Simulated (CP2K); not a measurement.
Two runs for the C K edge of 2-fluoropyridine. Run A: CP2K XAS_TDP, all-electron GAPW, PBEh(45%), aug-cc-pVDZ, TDA, no relativity. Run B differs in one setting.

First lines with a strength over 0.0015. A:

```csv
atom,energy (eV),states,"strength, one atom"
"C2 (bonded to C, F and N)",283.90,1,0.0645
,287.48,1,0.0459
,288.98,1,0.0041
,289.76,1,0.0066
,289.85,1,0.0019
C3 (bonded to 2 C and H),281.52,1,0.0461
,283.26,1,0.0022
,284.70,1,0.0112
,285.74,1,0.0044
,286.29,1,0.0028
C4 (bonded to 2 C and H),281.22,1,0.0559
,284.83,1,0.0124
,286.21,1,0.0028
,286.65,1,0.0039
,287.43,1,0.0026
C5 (bonded to 2 C and H),281.63,1,0.0510
,284.40,1,0.0116
,285.78,1,0.0022
,286.15,1,0.0038
,286.87,1,0.0019
"C6 (bonded to C, N and H)",281.72,1,0.0569
,285.53,1,0.0116
,286.47,1,0.0033
,287.18,1,0.0036
,287.79,1,0.0027
```

B:

```csv
atom,energy (eV),states,"strength, one atom"
"C2 (bonded to C, F and N)",278.46,1,0.0445
,279.01,1,0.0063
,281.42,1,0.0104
,281.55,1,0.0019
,281.96,1,0.0074
C3 (bonded to 2 C and H),275.76,1,0.0311
,276.72,1,0.0044
,278.13,1,0.0040
,278.81,1,0.0026
,279.43,1,0.0034
C4 (bonded to 2 C and H),275.71,1,0.0424
,278.29,1,0.0057
,279.30,1,0.0020
,279.89,1,0.0032
,280.42,1,0.0016
C5 (bonded to 2 C and H),275.97,1,0.0332
,276.11,1,0.0052
,277.87,1,0.0052
,279.45,1,0.0030
,279.49,1,0.0015
"C6 (bonded to C, N and H)",276.23,1,0.0417
,277.48,1,0.0030
,278.88,1,0.0038
,279.49,1,0.0031
,280.37,1,0.0030
```

Question: Which was it: the functional, the basis, scalar relativity switched on, GW2X switched on?

The functional (functional from PBEh(45%) to PBE0; the lines alone don't name the new value). A functional moves all lines by electronvolts and changes their spacings and strengths. Against PBEh(45%) in aug-cc-pVDZ, the leading lines move by -5.44 eV (C2, to 278.46), -5.76 eV (C3, to 275.76), -5.51 eV (C4, to 275.71), -5.66 eV (C5, to 275.97) and -5.49 eV (C6, to 276.23); the strength of C2's goes from 0.0645 to 0.0445. The next line of C2 over the strength cut lies 0.55 eV higher, against 3.58.

[Banner, clock and machine lines of the logs are left out without a mark of their own.]

[Logs are printed without paths, hosts, clocks, repeated set-up lines and the standing remarks that a program may print on its own settings, such as how far it seeks lower states.]

[Hosts, paths, dates, database ids (printed as entryN), source tags and the programs' standing remarks are cut or masked in the printed files.]
